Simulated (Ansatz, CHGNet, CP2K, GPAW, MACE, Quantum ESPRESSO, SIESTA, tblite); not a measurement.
**CP2K runs on random packing of 91Li3PO4-9P3N5 (mol %) (88 atoms)**

How do the settings of CP2K change the result for random packing of 91Li3PO4-9P3N5 (mol %) (88 atoms)? A plane-wave run serves as the yardstick.

Main program and level: CP2K 2026.2; the method is named at each step.

**1. Starting point**

The cell holds 88 atoms: 30 Li, 13 P, 40 O and 5 N. Its edges and angles: a = 9.863 Å, b = 9.863 Å, c = 9.863 Å, α = 90.0°, β = 90.0°, γ = 90.0°. 88 atoms (30 Li, 13 P, 40 O, 5 N) packed at random in a cube at 2.29 g/cm³ and pushed apart as soft spheres, cations and anions kept from their own kind; a start for melting by ab initio MD, not an equilibrated structure. Then every atom was moved at random, 0.05 Å r.m.s. a Cartesian component.

The yardstick, on the same geometry:

* method: Kohn-Sham DFT, PBE, SSSP efficiency 1.3.0 pseudopotentials, plane waves (Quantum ESPRESSO 7.5); sssp-pbe-1.3.0-efficiency, cutoffs 60/480 Ry, Γ point
* r.m.s. force component: 1.457 eV/Å
* longest force: 5.384 eV/Å
* pressure: -3.559 GPa
* time: 8.3 min on 4 MPI ranks of Arm Neoverse V2, shared host
* CPU time: 33 min

**2. PBE, DZVP-MOLOPT-SR, 800/50 Ry, diagonalisation**

Method: Kohn-Sham DFT, PBE, GTH-PBE pseudopotentials, Gaussian and plane waves, DZVP-MOLOPT-SR-GTH, diagonalisation.

input.inp reads:

```
&GLOBAL
  PROJECT cell
  RUN_TYPE ENERGY_FORCE
  PRINT_LEVEL LOW
&END GLOBAL
&FORCE_EVAL
  METHOD QS
  STRESS_TENSOR ANALYTICAL
  &DFT
    BASIS_SET_FILE_NAME BASIS_MOLOPT
    POTENTIAL_FILE_NAME GTH_POTENTIALS
    &MGRID
      CUTOFF 800
      REL_CUTOFF 50
      NGRIDS 5
    &END MGRID
    &QS
      EPS_DEFAULT 1.0E-12
    &END QS
    &SCF
      SCF_GUESS ATOMIC
      EPS_SCF 1.0E-06
      MAX_SCF 200
      ADDED_MOS 14
      &DIAGONALIZATION
        ALGORITHM STANDARD
      &END DIAGONALIZATION
      &SMEAR ON
        METHOD FERMI_DIRAC
        ELECTRONIC_TEMPERATURE [K] 580
      &END SMEAR
      &MIXING
        METHOD BROYDEN_MIXING
        ALPHA 0.3
        NBROYDEN 8
      &END MIXING
      &PRINT
        &RESTART OFF
        &END RESTART
      &END PRINT
    &END SCF
    &XC
      &XC_FUNCTIONAL PBE
      &END XC_FUNCTIONAL
    &END XC
    &PRINT
      &MULLIKEN ON
      &END MULLIKEN
      &HIRSHFELD ON
        SHAPE_FUNCTION DENSITY
      &END HIRSHFELD
      &MO ON
        EIGENVALUES T
        OCCUPATION_NUMBERS T
        MO_INDEX_RANGE 199 222
        &EACH
          QS_SCF 0
        &END EACH
        ADD_LAST NUMERIC
      &END MO
    &END PRINT
  &END DFT
  &SUBSYS
    &CELL
      A 9.86300 0.00000 0.00000
      B 0.00000 9.86300 0.00000
      C 0.00000 0.00000 9.86300
    &END CELL
    &TOPOLOGY
      COORD_FILE_NAME structure.xyz
      COORD_FILE_FORMAT XYZ
    &END TOPOLOGY
    &KIND Li
      BASIS_SET DZVP-MOLOPT-SR-GTH-q3
      POTENTIAL GTH-PBE-q3
    &END KIND
    &KIND P
      BASIS_SET DZVP-MOLOPT-SR-GTH-q5
      POTENTIAL GTH-PBE-q5
    &END KIND
    &KIND O
      BASIS_SET DZVP-MOLOPT-SR-GTH-q6
      POTENTIAL GTH-PBE-q6
    &END KIND
    &KIND N
      BASIS_SET DZVP-MOLOPT-SR-GTH-q5
      POTENTIAL GTH-PBE-q5
    &END KIND
  &END SUBSYS
  &PRINT
    &FORCES ON
    &END FORCES
    &STRESS_TENSOR ON
    &END STRESS_TENSOR
  &END PRINT
&END FORCE_EVAL
```

structure.xyz reads:

```xyz
88

Li 9.43317 6.78594 5.29781
Li 7.09958 8.94564 0.28267
Li 5.98674 6.51283 6.12502
Li 4.46350 8.24211 7.20522
Li 4.07608 7.62361 2.42561
Li 9.53387 3.51261 5.96435
Li 2.41466 6.65023 6.85094
Li 3.11276 3.80623 6.67459
Li 6.41845 2.26030 4.85230
Li 4.02943 1.79132 8.50200
Li 8.75913 4.72033 9.63822
Li 5.11890 4.51992 7.54312
Li 9.54216 6.45819 2.42156
Li 8.87848 7.34823 0.06155
Li 3.41447 4.59705 1.78698
Li 1.41159 4.58600 9.43169
Li 2.35085 8.26450 9.39766
Li 8.38937 8.99289 5.23390
Li 7.19180 0.76852 2.09658
Li 1.30369 2.15053 7.35957
Li 1.50440 5.51539 3.74370
Li 1.31927 8.21982 3.20311
Li 7.19289 0.42302 8.04959
Li 6.95253 3.26278 0.81537
Li 1.95347 2.06216 0.00996
Li 7.33344 4.60267 5.48955
Li 7.30503 7.39577 2.22884
Li 3.68847 4.08535 4.20637
Li 3.88987 9.61317 3.78216
Li 1.94242 8.88923 5.54419
P 0.66171 1.45312 4.64794
P 9.56760 0.35112 7.18312
P 7.30493 4.57752 2.95900
P 9.12840 2.04371 8.90639
P 5.04206 9.75096 1.46022
P 5.63789 0.39265 6.21172
P 6.82677 6.22296 8.68151
P 0.80433 0.36769 2.04085
P 8.95866 2.79537 2.35233
P 4.46735 5.82913 9.53229
P 3.79252 1.96708 2.35745
P 9.79741 9.43287 9.53249
P 0.45616 7.59875 7.98390
O 8.71652 8.26539 8.29054
O 5.83239 2.16158 7.45071
O 5.76877 0.53684 0.04419
O 3.36476 5.19376 7.69876
O 1.50352 7.12552 1.62365
O 7.25256 4.54112 7.42812
O 0.28701 8.30405 6.47131
O 2.66153 5.77567 9.65972
O 5.56046 0.41878 4.60977
O 8.37359 2.54100 3.94727
O 7.93735 0.33514 3.84746
O 1.49819 2.32402 2.18682
O 3.29651 0.57413 9.85432
[... 28 atom lines left out ...]
N 3.38567 1.53685 6.62419
N 0.16244 5.66906 7.52991
N 6.56126 8.68102 6.00972
N 5.39378 4.47494 1.23692
```

Run with:

```sh
> OMP_NUM_THREADS=1 mpirun -np 4 cp2k.psmp -i input.inp > output.txt
```

Numbers of over 12 decimals in the logs are rounded to 6 here.

Log:

```text
CP2K| version string:                                       CP2K version 2026.2
 CP2K| Input file name                                                 input.inp
 GLOBAL| Basis set file name                                        BASIS_MOLOPT
 GLOBAL| Potential file name                                      GTH_POTENTIALS
 GLOBAL| Run type                                                   ENERGY_FORCE
 GLOBAL| Total number of message passing processes                             4
 GLOBAL| Number of threads for this process                                    1
 TOTAL NUMBERS AND MAXIMUM NUMBERS
  Total number of            - Atomic kinds:                                   4
                             - Atoms:                                         88
                             - Shell sets:                                    88
                             - Shells:                                       410
                             - Primitive Cartesian functions:                427
                             - Cartesian basis functions:                    992
                             - Spherical basis functions:                    934
  Maximum angular momentum of- Orbital basis functions:                        2
                             - Local part of the GTH pseudopotential:          6
                             - Non-local part of the GTH pseudopotential:      2
 SCF PARAMETERS         Density guess:                                    ATOMIC
                        max_scf:                                             200
                        eps_scf:                                        1.00E-06
                        added MOs                                        14    0
                        Mixing method:                            BROYDEN_MIXING
                                                charge density mixing in g-space
                        Smear method:                                FERMI_DIRAC
                        Electronic temperature [K]:                        580.0
                        Electronic temperature [a.u.]:                  1.84E-03
                        Accuracy threshold:                             1.00E-10
 Extrapolation method: initial_guess
 Number of electrons:                                                        420
 Number of occupied orbitals:                                                210
 Number of molecular orbitals:                                               224
 Number of orbital functions:                                                934
 Number of independent orbital functions:                                    934
 SCF WAVEFUNCTION OPTIMIZATION
  Step     Update method      Time    Convergence         Total energy    Change
     1 NoMix/Diag. 0.30E+00    4.1     0.95229325     -1003.7998037293 -1.00E+03
 *** the last MO => Add more MOs for proper smearing.                   ***
     2 Broy./Diag. 0.30E+00    5.5     1.89643040      -944.2521672112  5.95E+01
 *** the last MO => Add more MOs for proper smearing.                   ***
     3 Broy./Diag. 0.30E+00    5.6     1.78663000     -1016.2464560575 -7.20E+01
 *** the last MO => Add more MOs for proper smearing.                   ***
     4 Broy./Diag. 0.30E+00    5.6     1.25994313     -1003.8815123762  1.24E+01
[...]
*** the last MO => Add more MOs for proper smearing.                   ***
    89 Broy./Diag. 0.30E+00    5.9     0.00000158      -999.1579803427  3.56E-06
 *** the last MO => Add more MOs for proper smearing.                   ***
    90 Broy./Diag. 0.30E+00    6.0     0.00000087      -999.1579832246 -2.88E-06
  *** SCF run converged in    90 steps ***
  Electronic density on regular grids:       -420.0000000000        0.0000000000
  Core density on regular grids:              419.9999999996       -0.0000000004
  Total charge density on r-space grids:       -0.0000000003
  Total charge density g-space grids:          -0.0000000003
  Overlap energy of the core charge distribution:               7.9943e-08
  Self energy of the core charge distribution:              -2188.926542
  Core Hamiltonian energy:                                    559.385161
  Hartree energy:                                             858.883126
  Exchange-correlation energy:                               -228.482437
  Electronic entropic energy:                                  -0.017291
  Fermi energy:                                                 0.117953
  Total energy:                                              -999.157983
  Total energy (extrapolated to T->0):                       -999.149337
 MO| EIGENVALUES AND OCCUPATION NUMBERS
 MO|
 MO|  Index      Eigenvalue [a.u.]        Eigenvalue [eV]             Occupation
 MO|    199               0.102307               2.783927               1.999600
 MO|    200               0.102759               2.796209               1.999489
 MO|    201               0.104102               2.832747               1.998939
[...]
MO|    221               0.134514               3.660307               0.000243
 MO|    222               0.137191               3.733155               0.000057
 MO| Sum:                                                             420.000000
 MO| E(Fermi):            0.117953 a.u.          3.209661 eV
 !-----------------------------------------------------------------------------!
                     Mulliken Population Analysis
 #  Atom  Element  Kind  Atomic population                           Net charge
       1     Li       1          2.556607                              0.443393
       2     Li       1          2.472314                              0.527686
       3     Li       1          2.484615                              0.515385
[...]
87     N        4          5.235131                             -0.235131
      88     N        4          5.277973                             -0.277973
 # Total charge                            420.000000                 -0.000000
 !-----------------------------------------------------------------------------!
 !-----------------------------------------------------------------------------!
                           Hirshfeld Charges
  #Atom  Element  Kind  Ref Charge     Population                    Net charge
      1       Li     1       3.000          2.850                         0.150
      2       Li     1       3.000          2.855                         0.145
      3       Li     1       3.000          2.851                         0.149
[...]
87       N      4       5.000          5.070                        -0.070
     88       N      4       5.000          5.103                        -0.103
  Total Charge                                                           -0.000
 !-----------------------------------------------------------------------------!
 ENERGY| Total FORCE_EVAL ( QS ) energy [hartree]           -999.157982
 FORCES| Atomic forces [hartree/bohr]
 FORCES|   Atom     x               y               z               |f|
 FORCES|      1 -2.19797228E-02  9.18867339E-04  1.50154513E-02   2.66348702E-02
 FORCES|      2 -1.69191731E-02 -6.80135166E-03 -1.21365900E-02   2.19046483E-02
 FORCES|      3  1.08225116E-02  2.54497067E-02 -1.83969961E-02   3.32154151E-02
[...]
FORCES|     87 -2.97534364E-02  3.46348126E-02  1.70051787E-02   4.87238476E-02
 FORCES|     88 -2.58555299E-02  1.89013035E-02 -3.79005736E-03   3.22510811E-02
 FORCES| Sum     7.26097622E-05 -5.87543847E-04 -5.54749701E-04
 FORCES| Total atomic force                                       8.11312012E-04
 STRESS| Analytical stress tensor [bar]
 STRESS|                        x                   y                   z
 STRESS|      x       -2.92833140427E+04  -5.30868806072E+02  -1.89097247292E+04
 STRESS|      y       -5.30868806072E+02  -2.76388150298E+04  -1.75349749851E+04
 STRESS|      z       -1.89097247292E+04  -1.75349749851E+04  -2.10156540498E+04
 STRESS| 1/3 Trace                                            -2.59792610408E+04
```

It took 8.7 min on 4 MPI ranks of Arm Neoverse V2, shared host; peak memory 5.2 GiB; 35 min of CPU time.

Banners, paths, timers and routine set-up lines are dropped from the logs unmarked, and long logs keep their key lines alone; longer cuts are marked.

Compared with the plane-wave run:

* r.m.s. force component: 1.458 eV/Å
* r.m.s. difference of force components: 49.37 meV/Å
* longest difference of force vectors: 169.7 meV/Å
* force difference over r.m.s. force: 3.389 %
* slope of forces against the reference's: 1
* correlation of force components: 0.9994
* pressure: -2.598 GPa
* pressure difference: 0.9608 GPa

Length of the force difference by element (eV/Å):

```
element  atoms   mean   most
     Li     30  0.080   0.15
      N      5  0.054  0.075
      O     40  0.075   0.17
      P     13  0.096   0.16
```

A closer look about P37, picked at random: 11 atoms, nearest first, numbered in the order of the input, with positions taken from that point.

```
atom      x      y      z  distance (Å)  Hirshfeld charge (e)     Fx     Fy  Fz (eV/Å)
 P37   0.00   0.00   0.00          0.00                  0.42  -0.51   0.36      -1.29
 O59  -0.29   1.49  -0.54          1.62                 -0.16  -0.71  -2.39       1.57
 O72   0.77  -0.34   1.73          1.93                 -0.31   0.83   1.62      -2.17
 O49   0.43  -1.68  -1.25          2.14                 -0.21  -1.15   2.05       0.64
 O83   1.06   0.37  -2.16          2.43                 -0.21   0.53  -1.64      -1.26
 P40  -2.36  -0.39   0.85          2.54                  0.44  -3.18  -2.75       0.28
Li11   1.93  -1.50   0.96          2.63                  0.17  -0.09  -0.29      -0.94
Li14   2.05   1.13   1.24          2.65                  0.14   0.13  -0.84       0.92
Li12  -1.71  -1.70  -1.14          2.67                  0.14   0.77  -1.17       0.09
 Li3  -0.84   0.29  -2.56          2.71                  0.15   0.56   1.31      -0.95
 O44   1.89   2.04  -0.39          2.81                 -0.18   0.94  -0.79       1.91
```

Forces lie 3.4 % from the reference's, at 1.1 times its CPU time; the SCF took 90 steps, which the time reflects.

**3. PBE, SZV-MOLOPT-SR, 800/50 Ry, diagonalisation**

Method: Kohn-Sham DFT, PBE, GTH-PBE pseudopotentials, Gaussian and plane waves, SZV-MOLOPT-SR-GTH, diagonalisation.

Edit input.inp of step 2 so:

```diff
@@ -68,8 +68,32 @@
     &END CELL
-    &TOPOLOGY
-      COORD_FILE_NAME structure.xyz
-      COORD_FILE_FORMAT XYZ
-    &END TOPOLOGY
+    &COORD
+      SCALED
+      Li 0.95642 0.68802 0.53714
+      Li 0.71982 0.90699 0.02866
+      Li 0.60699 0.66033 0.62101
+      Li 0.45255 0.83566 0.73053
+      Li 0.41327 0.77295 0.24593
+      Li 0.96663 0.35614 0.60472
+      Li 0.24482 0.67426 0.69461
+      Li 0.31560 0.38591 0.67673
+      Li 0.65076 0.22917 0.49197
+      Li 0.40854 0.18162 0.86201
+      Li 0.88808 0.47859 0.97721
+      Li 0.51900 0.45827 0.76479
+      Li 0.96747 0.65479 0.24552
+      Li 0.90018 0.74503 0.00624
+      Li 0.34619 0.46609 0.18118
+      Li 0.14312 0.46497 0.95627
+      Li 0.23835 0.83793 0.95282
+      Li 0.85059 0.91178 0.53066
+      Li 0.72917 0.07792 0.21257
+      Li 0.13218 0.21804 0.74618
+[... 64 atom lines left out ...]
+      N 0.34327 0.15582 0.67162
+      N 0.01647 0.57478 0.76345
+      N 0.66524 0.88016 0.60932
+      N 0.54687 0.45371 0.12541
+    &END COORD
     &KIND Li
-      BASIS_SET DZVP-MOLOPT-SR-GTH-q3
+      BASIS_SET SZV-MOLOPT-SR-GTH-q3
       POTENTIAL GTH-PBE-q3
@@ -77,3 +101,3 @@
     &KIND P
-      BASIS_SET DZVP-MOLOPT-SR-GTH-q5
+      BASIS_SET SZV-MOLOPT-SR-GTH-q5
       POTENTIAL GTH-PBE-q5
@@ -81,3 +105,3 @@
     &KIND O
-      BASIS_SET DZVP-MOLOPT-SR-GTH-q6
+      BASIS_SET SZV-MOLOPT-SR-GTH-q6
       POTENTIAL GTH-PBE-q6
@@ -85,3 +109,3 @@
     &KIND N
-      BASIS_SET DZVP-MOLOPT-SR-GTH-q5
+      BASIS_SET SZV-MOLOPT-SR-GTH-q5
       POTENTIAL GTH-PBE-q5
```

Run with:

```sh
> OMP_NUM_THREADS=2 cp2k.psmp -i input.inp > output.txt
```

Log:

```text
CP2K| version string:                                       CP2K version 2026.2
 CP2K| Input file name                                                 input.inp
 GLOBAL| Basis set file name                                        BASIS_MOLOPT
 GLOBAL| Potential file name                                      GTH_POTENTIALS
 GLOBAL| Run type                                                   ENERGY_FORCE
 GLOBAL| Total number of message passing processes                             1
 GLOBAL| Number of threads for this process                                    2
 TOTAL NUMBERS AND MAXIMUM NUMBERS
  Total number of            - Atomic kinds:                                   4
                             - Atoms:                                         88
[... lines left out ...]
                        Smear method:                                FERMI_DIRAC
[... lines left out ...]
 Number of electrons:                                                        420
[... lines left out ...]
  Step     Update method      Time    Convergence         Total energy    Change
[... lines left out ...]
  *** SCF run converged in    67 steps ***
[... lines left out ...]
  Fermi energy:                                                 0.200784
  Total energy:                                              -994.902959
  Total energy (extrapolated to T->0):                       -994.894238
[... lines left out ...]
 MO| E(Fermi):            0.200784 a.u.          5.463601 eV
[... lines left out ...]
 !-----------------------------------------------------------------------------!
 !-----------------------------------------------------------------------------!
                           Hirshfeld Charges
  #Atom  Element  Kind  Ref Charge     Population                    Net charge
      1       Li     1       3.000          2.753                         0.247
      2       Li     1       3.000          2.762                         0.238
      3       Li     1       3.000          2.749                         0.251
[...]
87       N      4       5.000          5.143                        -0.143
     88       N      4       5.000          5.105                        -0.105
  Total Charge                                                           -0.000
 !-----------------------------------------------------------------------------!
 ENERGY| Total FORCE_EVAL ( QS ) energy [hartree]           -994.902959
 FORCES| Atomic forces [hartree/bohr]
 FORCES|   Atom     x               y               z               |f|
 FORCES|      1 -2.34201226E-02 -5.25838902E-03  1.43114200E-02   2.79458322E-02
 FORCES|      2 -7.72748952E-03 -7.90948755E-03 -2.03106137E-02   2.31256377E-02
 FORCES|      3  1.72934541E-02  3.28018448E-02 -1.95906079E-02   4.19382462E-02
[...]
FORCES|     87  4.14831231E-03 -2.79936065E-02  1.08501536E-02   3.03080242E-02
 FORCES|     88 -1.63193638E-02  8.26758393E-03  4.59665466E-03   1.88627626E-02
 FORCES| Sum     3.23166134E-04 -7.15661839E-04 -7.55754240E-04
 FORCES| Total atomic force                                       1.08984985E-03
 STRESS| Analytical stress tensor [bar]
 STRESS|                        x                   y                   z
 STRESS|      x        1.88493110766E+05   2.39939964000E+02  -3.79318172718E+04
 STRESS|      y        2.39939964000E+02   1.79060045590E+05  -2.22371952562E+04
 STRESS|      z       -3.79318172718E+04  -2.22371952562E+04   2.08361224888E+05
 STRESS| 1/3 Trace                                             1.91971460415E+05
```

Elapsed: 8.1 min, on 2 threads; peak memory 4 GiB.

Compared with the plane-wave run:

- r.m.s. force component: 1.605 eV/Å
- r.m.s. difference of force components: 1817 meV/Å
- longest difference of force vectors: 7634 meV/Å
- force difference over r.m.s. force: 124.8 %
- slope of forces against the reference's: 0.3288
- correlation of force components: 0.2984
- pressure: 19.2 GPa
- pressure difference: 22.76 GPa

This is a coarse setting, run to see what it loses.

Against the first run (3.4 %), the force difference from the reference is 125 %, at 0.41 times the CPU time (on 2 against 4 cores), with 292 basis functions against 934: the smaller basis costs accuracy.

(Continued in part 2 of 2.)

[Also dropped from logs without a mark: logging warnings of Python, and SIESTA's first energy breakdown and zero terms.]

[Logs are printed without paths, hosts, clocks, repeated set-up lines and the standing remarks that a program may print on its own settings, such as how far it seeks lower states.]

[Hosts, paths, dates, database ids (printed as entryN), source tags and the programs' standing remarks are cut or masked in the printed files.]
